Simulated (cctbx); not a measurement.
# Accept or mend?

Cell a = 7.7460 Å, b = 7.7460 Å, c = 7.7460 Å, α = 90.00°, β = 90.00°, γ = 90.00°; space group Im-3m (no. 229).

Simulated single-crystal data (cctbx): Cu Kα, λ = 1.54184 Å, to d = 0.83 Å, 70 % of the full sphere, strongest reflection 20000 counts, noise from counting, a 1.5 % proportional error and a noise floor of 2 counts (s.d.); no absorption.

An anisotropic refinement with weights 1/σ² prints:

```text
Rint 0.019, 60 unique reflections to 0.84 A
cycle     R1     wR2    GooF  max shift (A)
   1  0.1447  0.2406  22.721   0.00000
   2  0.1384  0.2260  21.345   0.00000
final R1 0.1384 wR2 0.2260 GooF 21.345  parameters 5  data/parameter 12.0
atom        x        y        z      Ueq    occ   su(xyz)  su(Uiso or U11)
La1    0.50000  0.00000  0.00000  -0.0004  1.000  0.00000  0.0030  NPD
Cd1    0.00000  0.00000  0.00000   0.0002  1.000  0.00000  0.0029
Mn1    0.75000  0.25000  0.25000  -0.0047  1.000  0.00000  0.0030  NPD
difference map: max 21.21 min -2.20 rms 2.03
Q1    0.0000  0.2518  0.2518   24   21.25  1.94 A from Mn1
Q2    0.0000  0.0000  0.5000    6   13.07  0.00 A from La1
Q3    0.0000  0.0000  0.0000    2   11.88  0.00 A from Cd1
Q4    0.1655  0.2490  0.2490   48    1.66  0.65 A from Mn1
Q5    0.0000  0.2505  0.4054   48    0.89  2.07 A from La1
Q6    0.0000  0.0955  0.2480   48    0.76  2.06 A from Cd1
```

Q: Accept it or mend it, and why?

Mend it. The fault: an atom left out, O at (0.2475, 1/2, 0.7525). Against the right model at the same level, R1 goes from 0.0043 to 0.1384 and GooF from 0.81 to 21.34, the top difference peak, 21.2 e/Å³, lies 1.94 Å from Mn1 and La1 and Mn1 go non-positive-definite. Q1 is the missing atom. With scattering power missing, scale and phases suffer, so peaks may also grow on the heavy atoms.

The compound is La3Mn4CdO12. The right model at the same level gives:

```text
Rint 0.019, 60 unique reflections to 0.84 A
cycle     R1     wR2    GooF  max shift (A)
   1  0.0044  0.0087   0.854   0.00054
   2  0.0043  0.0083   0.813   0.00000
final R1 0.0043 wR2 0.0083 GooF 0.813  parameters 9  data/parameter 6.7
atom        x        y        z      Ueq    occ   su(xyz)  su(Uiso or U11)
La1    0.50000  0.00000  0.00000   0.0032  1.000  0.00000  0.0001
Cd1    0.00000  0.00000  0.00000   0.0034  1.000  0.00000  0.0001
Mn1    0.75000  0.25000  0.25000   0.0035  1.000  0.00000  0.0001
O1     0.24720  0.50000  0.75280   0.0048  1.000  0.00015  0.0004
difference map: max 0.19 min -0.17 rms 0.04
Q1    0.0000  0.0000  0.2374   12    0.20  1.84 A from Cd1
Q2    0.0000  0.0999  0.0999   24    0.12  1.09 A from Cd1
Q3    0.0000  0.2566  0.4306   48    0.11  1.38 A from O1
Q4    0.0842  0.0842  0.0842   16    0.11  1.13 A from Cd1
Q5    0.1861  0.1861  0.1861   16    0.08  0.86 A from Mn1
Q6    0.0861  0.0861  0.3065   48    0.08  1.51 A from O1
```

This is a model crystal, built by substitution and not relaxed, with assumed displacement parameters.

[Middle refinement cycles are left out of these outputs.]

[Logs are printed without paths, hosts, clocks, repeated set-up lines and the standing remarks that a program may print on its own settings, such as how far it seeks lower states.]
